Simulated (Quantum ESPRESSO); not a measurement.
# GaP (F-43m): a volume series of phonon spectra, part 5 of 8

Aim: how the vibrations of GaP shift with volume, and the expansion that follows.

Experimental results on record:
- volume expansion coefficient 15.9 1e-6/K, heat capacity C_P per formula unit 44.2 J/mol/K and bulk modulus 88.7 GPa near room temperature (given in “High-Throughput Prediction of Finite-Temperature Properties using the Quasi-Harmonic Approximation”, 2016, arXiv:1603.06924)

Quantum ESPRESSO 7.5; DFT LDA, scalar-relativistic, plane waves, PseudoDojo norm-conserving pseudopotentials.

So far, gap on the k-mesh (eV): step 2 (probe on a coarse mesh) 1.50; step 3 (finding the static equilibrium) 1.44.

**6. A displaced supercell**

One atom (for the harmonic constants) or a pair of atoms (for the cubic ones) is moved by a few hundredths of an ångström; the forces on all atoms give a column of force constants. The threshold is tight because the forces are small.

System of this step: GaP. It takes space group Cm (No. 8, monoclinic). Conventional cell: a = 13.196 Å, b = 7.619 Å, c = 7.619 Å, α = 90.00°, β = 125.26°, γ = 90.00°. Ga has 4 P at 2.33 to 2.35 Å nearest. Nearest to Ga lie 4 P at 2.32 to 2.33 Å. Nearest to Ga lie 4 P at 2.33 Å. Ga has 4 P at 2.33 Å nearest. Nearest to Ga lie 4 P at 2.33 Å. Farther neighbours are not listed.

Input file disp-00002.in:

```
 &control
    calculation='scf',
    prefix='x',
    outdir='./tmp',
    pseudo_dir='./pseudo',
    tprnfor=.true.,
    disk_io='none',
 /
 &system
    ibrav=0,
    nat=16,
    ntyp=2,
    ecutwfc=80.0,
    occupations='fixed',
    nbnd=74,
 /
 &electrons
    conv_thr=1.0d-11,
    mixing_beta=0.7,
    electron_maxstep=100,
 /
ATOMIC_SPECIES
 Ga     69.7230  Ga.upf
 P      30.9738  P.upf
CELL_PARAMETERS angstrom
     0.000000000    5.387297348    5.387297348
     5.387297348    0.000000000    5.387297348
     5.387297348    5.387297348    0.000000000
ATOMIC_POSITIONS crystal
 Ga     0.000000000   0.000000000   0.000000000
 Ga     0.500000000   0.000000000   0.000000000
 Ga     0.000000000   0.500000000   0.000000000
 Ga     0.500000000   0.500000000   0.000000000
 Ga     0.000000000   0.000000000   0.500000000
 Ga     0.500000000   0.000000000   0.500000000
 Ga     0.000000000   0.500000000   0.500000000
 Ga     0.500000000   0.500000000   0.500000000
 P      0.127625089   0.125000000   0.125000000
 P      0.625000000   0.125000000   0.125000000
 P      0.125000000   0.625000000   0.125000000
 P      0.625000000   0.625000000   0.125000000
 P      0.125000000   0.125000000   0.625000000
 P      0.625000000   0.125000000   0.625000000
 P      0.125000000   0.625000000   0.625000000
 P      0.625000000   0.625000000   0.625000000
K_POINTS automatic
 3 3 3 0 0 0
```

Run with:

```sh
> OMP_NUM_THREADS=1 mpirun -n 2 pw.x -nk 2 -in disp-00002.in > disp-00002.out
```

What it wrote:

```text
[banner, memory and clock lines left out]
Program PWSCF v.7.5

     Message from routine setup:
     using ibrav=0 with symmetry is DISCOURAGED, use correct ibrav instead

     G-vector sticks info

     bravais-lattice index     =            0
     lattice parameter (alat)  =      14.3974  a.u.
     unit-cell volume          =    2110.2769 (a.u.)^3
     number of atoms/cell      =           16
     number of atomic types    =            2
     number of electrons       =       144.00
     number of Kohn-Sham states=           74
     kinetic-energy cutoff     =      80.0000  Ry
     charge density cutoff     =     320.0000  Ry
     scf convergence threshold =      1.0E-11
     mixing beta               =       0.7000
     number of iterations used =            8  plain     mixing
     Exchange-correlation= SLA  PW   NOGX NOGC
                           (   1   4   0   0   0   0   0)

     celldm(1)=  14.397425  celldm(2)=   0.000000  celldm(3)=   0.000000
     celldm(4)=   0.000000  celldm(5)=   0.000000  celldm(6)=   0.000000

     crystal axes: (cart. coord. in units of alat)
               a(1) = (   0.000000   0.707107   0.707107 )
               a(2) = (   0.707107   0.000000   0.707107 )
               a(3) = (   0.707107   0.707107   0.000000 )

     reciprocal axes: (cart. coord. in units 2 pi/alat)
               b(1) = ( -0.707107  0.707107  0.707107 )
               b(2) = (  0.707107 -0.707107  0.707107 )
               b(3) = (  0.707107  0.707107 -0.707107 )

     PseudoPot. # 1 for Ga read from file:
     ./pseudo/Ga.upf
     Pseudo is Norm-conserving + core correction, Zval = 13.0
     Using radial grid of 1858 points,  6 beta functions with:
                l(1) =   0
                l(2) =   0
                l(3) =   1
                l(4) =   1
                l(5) =   2
                l(6) =   2

     PseudoPot. # 2 for P  read from file:
     ./pseudo/P.upf
     Pseudo is Norm-conserving + core correction, Zval =  5.0
     Using radial grid of 1298 points,  6 beta functions with:
                l(1) =   0
                l(2) =   0
                l(3) =   1
                l(4) =   1
                l(5) =   2
                l(6) =   2

     atomic species   valence    mass     pseudopotential
     Ga               13.00    69.72300     Ga( 1.00)
     P                 5.00    30.97380     P ( 1.00)

      2 Sym. Ops. (no inversion) found

   Cartesian axes

     site n.     atom                  positions (alat units)
         1        Ga     tau(   1) = (   0.0000000   0.0000000   0.0000000  )
         2        Ga     tau(   2) = (   0.0000000   0.3535534   0.3535534  )
         3        Ga     tau(   3) = (   0.3535534   0.0000000   0.3535534  )
         4        Ga     tau(   4) = (   0.3535534   0.3535534   0.7071068  )
         5        Ga     tau(   5) = (   0.3535534   0.3535534   0.0000000  )
         6        Ga     tau(   6) = (   0.3535534   0.7071068   0.3535534  )
         7        Ga     tau(   7) = (   0.7071068   0.3535534   0.3535534  )
         8        Ga     tau(   8) = (   0.7071068   0.7071068   0.7071068  )
         9        P      tau(   9) = (   0.1767767   0.1786329   0.1786329  )
        10        P      tau(  10) = (   0.1767767   0.5303301   0.5303301  )
        11        P      tau(  11) = (   0.5303301   0.1767767   0.5303301  )
        12        P      tau(  12) = (   0.5303301   0.5303301   0.8838835  )
        13        P      tau(  13) = (   0.5303301   0.5303301   0.1767767  )
        14        P      tau(  14) = (   0.5303301   0.8838835   0.5303301  )
        15        P      tau(  15) = (   0.8838835   0.5303301   0.5303301  )
        16        P      tau(  16) = (   0.8838835   0.8838835   0.8838835  )

     number of k points=    10
                       cart. coord. in units 2pi/alat
        k(    1) = (   0.0000000   0.0000000   0.0000000), wk =   0.0740741
        k(    2) = (   0.2357023   0.2357023  -0.2357023), wk =   0.2962963
        k(    3) = (   0.4714045   0.0000000  -0.0000000), wk =   0.1481481
        k(    4) = (  -0.0000000  -0.4714045   0.4714045), wk =   0.1481481
        k(    5) = (  -0.2357023   0.2357023   0.2357023), wk =   0.1481481
        k(    6) = (   0.2357023   0.2357023   0.2357023), wk =   0.1481481
        k(    7) = (   0.0000000   0.4714045  -0.0000000), wk =   0.2962963
        k(    8) = (   0.0000000  -0.4714045  -0.4714045), wk =   0.1481481
        k(    9) = (  -0.4714045   0.0000000  -0.4714045), wk =   0.2962963
        k(   10) = (   0.4714045   0.0000000  -0.4714045), wk =   0.2962963

     Dense  grid:   203593 G-vectors     FFT dimensions: (  81,  81,  81)

     Initial potential from superposition of free atoms

     starting charge     143.9825, renormalised to     144.0000
     Starting wfcs are  104 randomized atomic wfcs

     per-process dynamical memory:   389.6 Mb

     Self-consistent Calculation

     iteration #  1     ecut=    80.00 Ry     beta= 0.70
     Davidson diagonalization with overlap
     ethr =  1.00E-02,  avg # of iterations =  3.6

     Threshold (ethr) on eigenvalues was too large:
     Diagonalizing with lowered threshold

     Davidson diagonalization with overlap
     ethr =  3.80E-04,  avg # of iterations =  3.1

     total energy              =   -1333.42712926 Ry
     estimated scf accuracy    <       0.58318347 Ry

     iteration #  2     ecut=    80.00 Ry     beta= 0.70
     Davidson diagonalization with overlap
     ethr =  4.05E-04,  avg # of iterations =  3.8

     total energy              =   -1333.56190273 Ry
     estimated scf accuracy    <       0.10216551 Ry

     iteration #  3     ecut=    80.00 Ry     beta= 0.70
     Davidson diagonalization with overlap
     ethr =  7.09E-05,  avg # of iterations =  3.8

     total energy              =   -1333.57862477 Ry
     estimated scf accuracy    <       0.00350354 Ry

     iteration #  4     ecut=    80.00 Ry     beta= 0.70
     Davidson diagonalization with overlap
     c_bands:  1 eigenvalues not converged
     c_bands:  1 eigenvalues not converged
     ethr =  2.43E-06,  avg # of iterations = 15.9

     total energy              =   -1333.57973837 Ry
     estimated scf accuracy    <       0.00199497 Ry

     iteration #  5     ecut=    80.00 Ry     beta= 0.70
     Davidson diagonalization with overlap
     ethr =  1.39E-06,  avg # of iterations =  2.1

     total energy              =   -1333.57993666 Ry
     estimated scf accuracy    <       0.00019539 Ry

     iteration #  6     ecut=    80.00 Ry     beta= 0.70
     Davidson diagonalization with overlap
     ethr =  1.36E-07,  avg # of iterations =  4.8

     total energy              =   -1333.58002423 Ry
     estimated scf accuracy    <       0.00007663 Ry

     iteration #  7     ecut=    80.00 Ry     beta= 0.70
     Davidson diagonalization with overlap
     c_bands:  2 eigenvalues not converged
     ethr =  5.32E-08,  avg # of iterations =  3.8

     total energy              =   -1333.58002296 Ry
     estimated scf accuracy    <       0.00001625 Ry

     iteration #  8     ecut=    80.00 Ry     beta= 0.70
     Davidson diagonalization with overlap
     ethr =  1.13E-08,  avg # of iterations =  4.9

     total energy              =   -1333.58002677 Ry
     estimated scf accuracy    <       0.00000024 Ry

     iteration #  9     ecut=    80.00 Ry     beta= 0.70
     Davidson diagonalization with overlap
     ethr =  1.67E-10,  avg # of iterations =  5.0

     total energy              =   -1333.58002695 Ry
     estimated scf accuracy    <       0.00000002 Ry

     iteration # 10     ecut=    80.00 Ry     beta= 0.70
     Davidson diagonalization with overlap
     ethr =  1.52E-11,  avg # of iterations =  4.1

     total energy              =   -1333.58002695 Ry
     estimated scf accuracy    <          3.7E-09 Ry

     iteration # 11     ecut=    80.00 Ry     beta= 0.70
     Davidson diagonalization with overlap
     ethr =  2.58E-12,  avg # of iterations =  3.7

     total energy              =   -1333.58002696 Ry
     estimated scf accuracy    <          1.8E-09 Ry

     iteration # 12     ecut=    80.00 Ry     beta= 0.70
     Davidson diagonalization with overlap
     ethr =  1.24E-12,  avg # of iterations =  2.1

     total energy              =   -1333.58002696 Ry
     estimated scf accuracy    <          2.8E-10 Ry

     iteration # 13     ecut=    80.00 Ry     beta= 0.70
     Davidson diagonalization with overlap
     ethr =  1.97E-13,  avg # of iterations =  3.6

     total energy              =   -1333.58002696 Ry
     estimated scf accuracy    <          2.1E-11 Ry

     iteration # 14     ecut=    80.00 Ry     beta= 0.70
     Davidson diagonalization with overlap
     ethr =  1.00E-13,  avg # of iterations =  1.4

     End of self-consistent calculation

          k = 0.0000 0.0000 0.0000 ( 25605 PWs)   bands (ev):

    -7.0542  -7.0539  -7.0538  -7.0173  -7.0162  -7.0158  -7.0150  -6.9288
    -6.9281  -6.9272  -6.9034  -6.9020  -6.9018  -6.9011  -6.9000  -6.8994
    -6.8990  -6.8977  -6.8610  -6.8600  -6.8586  -6.8577  -6.8567  -6.8554
    -6.8551  -6.8539  -6.8524  -6.8197  -6.8195  -6.8125  -6.8122  -6.8105
    -6.8103  -6.8101  -6.8098  -6.8077  -6.8076  -6.7949  -6.7932  -6.7926
    -4.9555  -2.7616  -2.7563  -2.7562  -2.7513  -1.7897  -1.7895  -1.7895
     0.8047   0.8137   0.8211   0.9077   0.9148   0.9149   0.9234   4.9962
     5.0019   5.0023   5.0023   5.0028   5.0085   6.6350   6.6463   6.6512
     6.6514   6.6524   6.6525   6.6576   6.6688   7.8254   7.8332   7.8413
     9.2649   9.2653

          k = 0.2357 0.2357-0.2357 ( 25495 PWs)   bands (ev):

    -7.0402  -7.0395  -7.0393  -7.0197  -7.0189  -7.0181  -6.9963  -6.9529
    -6.9199  -6.9188  -6.9060  -6.9052  -6.8968  -6.8952  -6.8940  -6.8898
    -6.8878  -6.8863  -6.8730  -6.8723  -6.8711  -6.8665  -6.8648  -6.8627
    -6.8478  -6.8472  -6.8459  -6.8252  -6.8247  -6.8228  -6.8186  -6.8175
    -6.8150  -6.8141  -6.8088  -6.8067  -6.8066  -6.8006  -6.7990  -6.7982
    -4.5827  -3.5835  -2.6177  -2.6117  -2.6060  -2.1751  -2.1687  -2.1623
     1.2536   1.2641   1.2724   1.3549   1.3645   1.3763   2.4272   4.3174
[...]
9.6718   9.7065

          k = 0.4714 0.0000-0.0000 ( 25465 PWs)   bands (ev):

[...]
9.3987  10.4846

          k =-0.0000-0.4714 0.4714 ( 25546 PWs)   bands (ev):

[...]
10.1887  10.5328

          k =-0.2357 0.2357 0.2357 ( 25495 PWs)   bands (ev):

[...]
9.6755   9.7085

          k = 0.2357 0.2357 0.2357 ( 25495 PWs)   bands (ev):

[...]
9.6678   9.7059

          k = 0.0000 0.4714-0.0000 ( 25465 PWs)   bands (ev):

[...]
9.3986  10.4847

          k = 0.0000-0.4714-0.4714 ( 25546 PWs)   bands (ev):

[...]
10.1890  10.5324

          k =-0.4714 0.0000-0.4714 ( 25546 PWs)   bands (ev):

[...]
10.1842  10.5297

          k = 0.4714 0.0000-0.4714 ( 25546 PWs)   bands (ev):

[...]
-6.9090  -6.9059  -6.9008  -6.8974  -6.8958  -6.8934  -6.8916  -6.8906
    -6.8896  -6.8881  -6.8855  -6.8778  -6.8767  -6.8719  -6.8708  -6.8680
    -6.8368  -6.8361  -6.8334  -6.8317  -6.8311  -6.8297  -6.8288  -6.8226
    -6.8149  -6.8118  -6.8111  -6.8093  -6.8079  -6.8071  -6.8039  -6.8038
    -3.9946  -3.6633  -3.6523  -2.7656  -2.7579  -2.0495  -2.0446  -2.0428
     1.1912   1.2009   1.2541   2.0961   2.1080   3.2464   3.2560   3.5438
     3.9215   3.9285   3.9389   4.3956   4.4041   5.2027   5.2080   5.6050
     5.6498   5.6602   5.7781   5.9209   5.9298   6.1767   6.1895   7.2959
    10.1934  10.5335

     highest occupied, lowest unoccupied level (ev):     7.8413    9.2649

!    total energy              =   -1333.58002696 Ry
     estimated scf accuracy    <          3.6E-12 Ry

     The total energy is the sum of the following terms:
     one-electron contribution =    -603.13782522 Ry
     hartree contribution      =     412.88252246 Ry
     xc contribution           =    -362.45086039 Ry
     ewald contribution        =    -780.87386380 Ry

     convergence has been achieved in  14 iterations

     Forces acting on atoms (cartesian axes, Ry/au):

     atom    1 type  1   force =     0.00208971    0.00252015    0.00252015
     atom    2 type  1   force =    -0.00229858    0.00267790    0.00267790
     atom    3 type  1   force =    -0.00001710    0.00041484    0.00039806
     atom    4 type  1   force =    -0.00000079   -0.00010192   -0.00010237
     atom    5 type  1   force =    -0.00001710    0.00039806    0.00041484
     atom    6 type  1   force =    -0.00000079   -0.00010237   -0.00010192
     atom    7 type  1   force =    -0.00009939   -0.00000242   -0.00000242
     atom    8 type  1   force =     0.00010013   -0.00000273   -0.00000273
     atom    9 type  2   force =     0.00023948   -0.00690179   -0.00690179
     atom   10 type  2   force =    -0.00000173    0.00072350    0.00072350
     atom   11 type  2   force =     0.00039500   -0.00012793    0.00032983
     atom   12 type  2   force =    -0.00039151    0.00033032   -0.00012718
     atom   13 type  2   force =     0.00039500    0.00032983   -0.00012793
     atom   14 type  2   force =    -0.00039151   -0.00012718    0.00033032
     atom   15 type  2   force =    -0.00000081   -0.00006315   -0.00006315
     atom   16 type  2   force =     0.00000000    0.00003487    0.00003487

     Total force =     0.011616     Total SCF correction =     0.000005
     Message from routine punch:
     Nothing written, as per user request (disk_io='none')
```

Wall time 6.2 min (2 MPI ranks of Arm Neoverse V2, shared host); 12 min of CPU time.

Numbers from this step:

```yaml
gap_on_the_k_mesh: 1.424 eV
```

Force by atom:

| atom | x (eV/Å) | y (eV/Å) | z (eV/Å) | size |
| --- | --- | --- | --- | --- |
| Ga1 | 0.054 | 0.065 | 0.065 | 0.106 |
| Ga2 | -0.059 | 0.069 | 0.069 | 0.114 |
| Ga3 | 0.000 | 0.011 | 0.010 | 0.015 |
| Ga4 | 0.000 | -0.003 | -0.003 | 0.004 |
| Ga5 | 0.000 | 0.010 | 0.011 | 0.015 |
| Ga6 | 0.000 | -0.003 | -0.003 | 0.004 |
| Ga7 | -0.003 | 0.000 | 0.000 | 0.003 |
| Ga8 | 0.003 | 0.000 | 0.000 | 0.003 |
| P9 | 0.006 | -0.177 | -0.177 | 0.251 |
| P10 | 0.000 | 0.019 | 0.019 | 0.026 |
| P11 | 0.010 | -0.003 | 0.008 | 0.014 |
| P12 | -0.010 | 0.008 | -0.003 | 0.014 |
| P13 | 0.010 | 0.008 | -0.003 | 0.014 |
| P14 | -0.010 | -0.003 | 0.008 | 0.014 |
| P15 | 0.000 | -0.002 | -0.002 | 0.002 |
| P16 | 0.000 | 0.001 | 0.001 | 0.001 |

At this level the gap is 1.42 eV on the k-mesh of the self-consistent run, which can miss the band edges.

**7. Forces on a displaced cell**

One atom (for the harmonic constants) or a pair of atoms (for the cubic ones) is moved by a few hundredths of an ångström; the forces on all atoms give a column of force constants. The threshold is tight because the forces are small.

disp-00001.in, as its differences from disp-00002.in of step 6:

```diff
@@ -29,3 +29,3 @@
 ATOMIC_POSITIONS crystal
- Ga     0.000000000   0.000000000   0.000000000
+ Ga     0.002625089   0.000000000   0.000000000
  Ga     0.500000000   0.000000000   0.000000000
@@ -37,3 +37,3 @@
  Ga     0.500000000   0.500000000   0.500000000
- P      0.127625089   0.125000000   0.125000000
+ P      0.125000000   0.125000000   0.125000000
  P      0.625000000   0.125000000   0.125000000
```

Run with:

```sh
> OMP_NUM_THREADS=1 mpirun -n 2 pw.x -nk 2 -in disp-00001.in > disp-00001.out
```

What it wrote:

```text
[banner, memory and clock lines left out]
Program PWSCF v.7.5

     Message from routine setup:
     using ibrav=0 with symmetry is DISCOURAGED, use correct ibrav instead

     G-vector sticks info

     bravais-lattice index     =            0
     lattice parameter (alat)  =      14.3974  a.u.
     unit-cell volume          =    2110.2769 (a.u.)^3
     number of atoms/cell      =           16
     number of atomic types    =            2
     number of electrons       =       144.00
[...]
atom    1 type  1   force =    -0.00024063   -0.00626654   -0.00626654
     atom    2 type  1   force =     0.00000553    0.00078153    0.00078153
     atom    3 type  1   force =     0.00039015   -0.00059080    0.00039097
[...]
atom   15 type  2   force =    -0.00009978   -0.00000300   -0.00000300
     atom   16 type  2   force =     0.00009901   -0.00000229   -0.00000229

     Total force =     0.010949     Total SCF correction =     0.000004
     Message from routine punch:
     Nothing written, as per user request (disk_io='none')
[key lines of the parts left out:]
!    total energy              =   -1333.58004394 Ry
convergence has been achieved in  15 iterations
```

Wall time 6.9 min (2 MPI ranks); 14 min of CPU time.

(Continued in part 6 of 8.)

[Logs are printed without paths, hosts, clocks, repeated set-up lines and the standing remarks that a program may print on its own settings, such as how far it seeks lower states.]

[Hosts, paths, dates, database ids (printed as entryN), source tags and the programs' standing remarks are cut or masked in the printed files.]

[A step with changed settings may run another functional than the one named; its input shows which.]

[Of the runs on displaced cells, only some may be shown.]
